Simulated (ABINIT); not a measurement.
**CdH2 (Fm-3m): zone-centre phonons**

Aim: the zone-centre modes of CdH2 (Fm-3m).

Method: DFT LDA, scalar-relativistic, plane waves, PseudoDojo norm-conserving pseudopotentials, in ABINIT 10.8.3.

Most raw output is cut from this account.

The structure was built from a prototype and need not be the compound's stable phase.

### 1. The structure

It takes space group Fm-3m (No. 225, cubic). The conventional cell has a = 5.590 Å, b = 5.590 Å, c = 5.590 Å, α = 90.00°, β = 90.00°, γ = 90.00°. Cd has 8 H at 2.42 Å nearest. H has 4 Cd at 2.42 Å nearest. Farther neighbours are not listed.

### 2. A first look

A first run with smearing and empty bands tells whether the crystal has a gap, which decides between fixed occupations and smearing later on.

File probe.abi:

```
# ground state
tolvrs 1.0d-08
prtden 1
prtwf 1

# basis, mesh and filling
ecut 47.0
ngkpt 6 6 6
nshiftk 1
shiftk 0.0 0.0 0.0
istwfk *1
occopt 7
tsmear 0.005
nband 18
nstep 100
diemac 9.0
prtebands 0
prtgsr 0

# cell and atoms
acell 7.469437676 7.469437676 7.469437676
rprim 
    0.0 0.7071067812 0.7071067812
    0.7071067812 0.0 0.7071067812
    0.7071067812 0.7071067812 0.0
ntypat 2
znucl 48 1
natom 3
typat 1 2 2
xred 
    0.0 0.0 0.0
    0.25 0.25 0.25
    0.75 0.75 0.75
pp_dirpath "./pseudo"
pseudos "Cd.upf, H.upf"
```

Run with:

```console
$ OMP_NUM_THREADS=1 mpirun -n 4 abinit probe.abi > probe.log
```

Wall time 14 s (4 MPI ranks of Arm Neoverse V1, shared host).

Numbers from this step:

```
volume per atom   : 14.56 Å³
pressure          : -12.74 GPa
gap on the k-mesh : 0 eV
```

No gap opens on this mesh, so smearing is kept; the printed pressure holds the stress of the finite basis too.

### 3. Rough relaxation

The typed start is rough, so a first relaxation with smearing and loose thresholds takes it towards rest cheaply.

File prerelax.abi:

```
# relaxation
ionmov 2
optcell 2
dilatmx 1.15
chkdilatmx 0
ntime 40
tolmxf 3.0d-04
tolvrs 1.0d-10
prtwf 0
prtden 0
chksymtnons 0

# basis, mesh and filling
ecut 46.0
ecutsm 3.0
ngkpt 6 6 6
nshiftk 1
shiftk 0.0 0.0 0.0
istwfk *1
occopt 7
tsmear 0.005
nband 18
nstep 100
diemac 1000000.0
prtebands 0
prtgsr 0

# cell and atoms
acell 7.469437676 7.469437676 7.469437676
rprim 
    0.0 0.7071067812 0.7071067812
    0.7071067812 0.0 0.7071067812
    0.7071067812 0.7071067812 0.0
ntypat 2
znucl 48 1
natom 3
typat 1 2 2
xred 
    0.0 0.0 0.0
    0.25 0.25 0.25
    0.75 0.75 0.75
pp_dirpath "./pseudo"
pseudos "Cd.upf, H.upf"
```

Run with:

```console
$ OMP_NUM_THREADS=1 mpirun -n 4 abinit prerelax.abi > prerelax.log
```

Run time: 2.2 min. Hardware: 4 MPI ranks.

The steps of the relaxation:

```tsv
step	energy less that of the first step (eV)	largest force (eV/Å)	volume (Å³)
1	0.0000	0.0000	43.67
2	-0.1235	0.0000	42.04
3	-0.0429	0.0000	23.07
4	-0.6160	0.0000	34.06
5	-0.6890	0.0000	31.54
6	-0.6977	0.0000	30.23
7	-0.6979	0.0000	30.42
```

```tsv
conventional cell, symmetrised	before	after	change
a (Å)	5.590	4.955	-11.4 %
b (Å)	5.590	4.955	-11.4 %
c (Å)	5.590	4.955	-11.4 %
volume (Å³/atom)	14.56	10.14	-30.3 %
```

The relaxed structure:

```xyz
3
Lattice="0.0000 2.4777 2.4777 2.4777 0.0000 2.4777 2.4777 2.4777 0.0000" Properties=species:S:1:pos:R:3 pbc="T T T"
Cd    0.0000    0.0000    0.0000
H     1.2388    1.2388    1.2388
H     3.7165    3.7165    3.7165
```

Read from the output:

| Item | Value |
| --- | --- |
| volume per atom | 10.14 Å³ |
| pressure | -0.01983 GPa |

The volume changes by -30.3 % in this run and stands -30.3 % from the first cell.

### 4. Rough relaxation

The cell changed much, so the rough relaxation is repeated on a basis made for the new cell.

prerelax.abi: that of step 3 with these lines changed.

```diff
@@ -28,3 +28,3 @@
 # cell and atoms
-acell 7.469437676 7.469437676 7.469437676
+acell 6.621488327 6.621488327 6.621488327
 rprim
```

It took 14 s on 4 MPI ranks; 54 s of CPU time.

Little changed from the start: no atom moved by 0.005 Å and no cell edge by 0.1 %.

Numbers from this step:

```
pressure : -0.01986 GPa
```

The volume changes by +0.0 % in this run and stands -30.3 % from the first cell.

### 5. Relaxation

The harmonic expansion needs vanishing forces, and a free crystal bears no stress, so cell and atoms are brought to rest. Stress is more sensitive to the basis than forces are: the last 3 Ha under the cutoff are smoothed with ecutsm, and the cutoff is raised above that of the later runs.

relax.abi, as its differences from prerelax.abi of step 4:

```diff
@@ -3,7 +3,6 @@
 optcell 2
-dilatmx 1.15
-chkdilatmx 0
+dilatmx 1.08
 ntime 40
-tolmxf 3.0d-04
-tolvrs 1.0d-10
+tolmxf 1.0d-05
+tolvrs 1.0d-14
 prtwf 0
@@ -13,5 +12,5 @@
 # basis, mesh and filling
-ecut 46.0
+ecut 57.0
 ecutsm 3.0
-ngkpt 6 6 6
+ngkpt 10 10 10
 nshiftk 1
@@ -20,3 +19,3 @@
 occopt 7
-tsmear 0.005
+tsmear 0.01
 nband 18
```

Run with:

```console
$ OMP_NUM_THREADS=1 mpirun -n 4 abinit relax.abi > relax.log
```

Wall time 2.1 min (4 MPI ranks).

Relaxation path:

```tsv
step	energy less that of the first step (eV)	largest force (eV/Å)	volume (Å³)
1	0.0000	0.0000	30.42
2	-0.0001	0.0000	30.46
3	-0.0003	0.0000	30.61
```

```tsv
conventional cell, symmetrised	before	after	change
a (Å)	4.955	4.966	+0.2 %
b (Å)	4.955	4.966	+0.2 %
c (Å)	4.955	4.966	+0.2 %
volume (Å³/atom)	10.14	10.20	+0.6 %
```

Final coordinates:

```xyz
3
Lattice="0.0000 2.4828 2.4828 2.4828 0.0000 2.4828 2.4828 2.4828 0.0000" Properties=species:S:1:pos:R:3 pbc="T T T"
Cd    0.0000    0.0000    0.0000
H     1.2414    1.2414    1.2414
H     3.7242    3.7242    3.7242
```

Numbers from this step:

* volume per atom: 10.20 Å³
* pressure: 0.002793 GPa

The volume changes by +0.6 % in this run and stands -29.9 % from the first cell.

### 6. Ground state

The response is built on these wavefunctions, so the potential is converged far more tightly than an energy would need. Smearing stays on, as the first look found no gap above 0.3 eV.

File gs.abi:

```
# ground state
tolvrs 1.0d-16
prtden 1
prtwf 1

# basis, mesh and filling
ecut 47.0
ngkpt 12 12 12
nshiftk 1
shiftk 0.0 0.0 0.0
istwfk *1
occopt 7
tsmear 0.01
nband 18
nstep 100
diemac 1000000.0
prtebands 0
prtgsr 0

# cell and atoms
acell 6.635181824 6.635181824 6.635181824
rprim 
    0.0 0.7071067812 0.7071067812
    0.7071067812 0.0 0.7071067812
    0.7071067812 0.7071067812 0.0
ntypat 2
znucl 48 1
natom 3
typat 1 2 2
xred 
    0.0 0.0 0.0
    0.25 0.25 0.25
    0.75 0.75 0.75
pp_dirpath "./pseudo"
pseudos "Cd.upf, H.upf"
```

Run with:

```console
$ OMP_NUM_THREADS=1 mpirun -n 4 abinit gs.abi > gs.log
```

Run time: 57 s. Hardware: 4 MPI ranks; 3.8 min of CPU time.

This step gave:

| Item | Value |
| --- | --- |
| pressure | -0.6131 GPa |

The cell stands at -0.61 GPa: the relaxation ran with a smoothed and higher cutoff and on another k mesh.

### 7. Linear response at Γ

At q = 0 one unit cell holds all displacements. The response is solved for single atoms along the cell's directions, and symmetry skips those that follow from others. The crystal is treated as a metal, which screens a static field, so no field response is asked.

File dfpt_gamma.abi:

```

# common to the responses
getwfk_filepath "gso_WFK"
kptopt 2
nqpt 1
qpt 0.0 0.0 0.0
asr 0
chneut 0

# displacements
rfphon 1
rfatpol 1 3
rfdir 1 1 1
tolvrs 1.0d-10
prtwf 0

# basis, mesh and filling
ecut 47.0
ngkpt 12 12 12
nshiftk 1
shiftk 0.0 0.0 0.0
istwfk *1
occopt 7
tsmear 0.01
nband 18
nstep 100
diemac 1000000.0
prtebands 0
prtgsr 0

# cell and atoms
acell 6.635181824 6.635181824 6.635181824
rprim 
    0.0 0.7071067812 0.7071067812
    0.7071067812 0.0 0.7071067812
    0.7071067812 0.7071067812 0.0
ntypat 2
znucl 48 1
natom 3
typat 1 2 2
xred 
    0.0 0.0 0.0
    0.25 0.25 0.25
    0.75 0.75 0.75
pp_dirpath "./pseudo"
pseudos "Cd.upf, H.upf"
```

Run with:

```console
$ OMP_NUM_THREADS=1 mpirun -n 4 abinit dfpt_gamma.abi > dfpt_gamma.log
```

It took 8 min on 4 MPI ranks; 32 min of CPU time.

Numbers from this step:

| Property | Result |
| --- | --- |
| largest acoustic frequency at the zone centre before the sum rule | 5.53 cm⁻¹ |
| highest optical zone-centre mode (no LO-TO term) | 644.6 cm⁻¹ |
| lowest optical zone-centre mode | -205.4 cm⁻¹ |

The acoustic modes at Γ come out as far as 5.5 cm⁻¹ from zero, where they should vanish, a small numerical error. The lowest optical mode is imaginary, 205i cm⁻¹, an instability at this level and on this k mesh.

### 8. Modes with the sum rule

anaddb reads the merged derivatives and imposes the acoustic sum rule.

File anaddb.abi:

```
ddb_filepath "gamma_DDB"
output_file "anaddb.abo"
outdata_prefix "anaddb"
asr 1
chneut 1
enunit 2
eivec 1
nph1l 1
qph1l 0.0 0.0 0.0 1.0
```

File mrgddb.in:

```
gamma_DDB
merged
2
dfpt_gammao_DDB
gso_DDB
```

Run with:

```console
$ mrgddb < mrgddb.in > mrgddb.log
$ OMP_NUM_THREADS=1 anaddb anaddb.abi > anaddb.log
```

Wall time 0.51 s (1 thread).

Numbers from this step:

| Property | Result |
| --- | --- |
| lowest optical zone-centre mode | -205.6 cm⁻¹ |

No LO-TO term; unit eigenvectors of the mass-weighted matrix, from anaddb's displacements. The modes at Γ (shares of kinetic energy by element, %) (negative means imaginary):

```tsv
mode	frequency (cm⁻¹)	symmetry	Cd %	H %
1	-205.6	T1u	2	98
2	-205.6	T1u	2	98
3	-205.6	T1u	2	98
4	0.0	acoustic	98	2
5	0.0	acoustic	98	2
6	0.0	acoustic	98	2
7	644.6	T2g	0	100
8	644.6	T2g	0	100
9	644.6	T2g	0	100
```

Displacements in mode 2 (-205.6 cm⁻¹), the largest set to 1:
```
Cd1  0.00  0.02  0.00
H2   0.00 -1.00  0.00
H3   0.00 -1.00  0.00
```

Displacements in mode 8 (644.6 cm⁻¹), the largest set to 1:
```
Cd1  0.00  0.00  0.00
H2   0.00 -1.00  0.00
H3   0.00  1.00  0.00
```

The rule moves no optical mode by more than 0.2 cm⁻¹.

### 9. Sum rules set otherwise (asr 0)

Without the rule the raw error of the acoustic modes shows.

anaddb.abi: that of step 8 with these lines changed.

```diff
@@ -3,4 +3,4 @@
 outdata_prefix "anaddb"
-asr 1
-chneut 1
+asr 0
+chneut 0
 enunit 2
```

mrgddb.in is that of step 8.

It took 0.51 s on 1 thread.

Numbers from this step:

* lowest optical zone-centre mode: -205.4 cm⁻¹

Zone-centre frequencies as printed; negative means imaginary. Modes:

```tsv
mode	frequency (cm⁻¹)
1	-205.4
2	-205.4
3	-205.4
4	5.53
5	5.53
6	5.53
7	644.6
8	644.6
9	644.6
```

### 10. Outcome

```json
{
 "space group after relaxation": "Fm-3m",
 "volume per atom": "10.2 Å³",
 "highest optical zone-centre mode (no LO-TO term)": "644.6 cm⁻¹",
 "lowest optical zone-centre mode": "-205.6 cm⁻¹",
 "imaginary optical modes at the zone centre (no q mesh in this session)": "yes"
}
```

**Reading.** At the LDA level the optical modes of CdH2 (Fm-3m) at the zone centre run from 206i to 645 cm⁻¹, so the structure is a saddle point, with 3 modes beyond 10i cm⁻¹ there. The base run prints -0.61 GPa, mostly the error of a finite basis; the relaxation, with a smoothed and higher cutoff, had brought the cell to rest. These are harmonic frequencies at zero temperature: anharmonic shifts and linewidths and thermal expansion are left out. In a metal the frequencies hang on the k mesh and the smearing, most of all near Kohn anomalies. The structure is a hypothetical one, built on a prototype.

[Host names and launcher messages were left out of these logs when they were recorded.]

[Logs are printed without paths, hosts, clocks, repeated set-up lines and the standing remarks that a program may print on its own settings, such as how far it seeks lower states.]

[Hosts, paths, dates, database ids (printed as entryN), source tags and the programs' standing remarks are cut or masked in the printed files.]
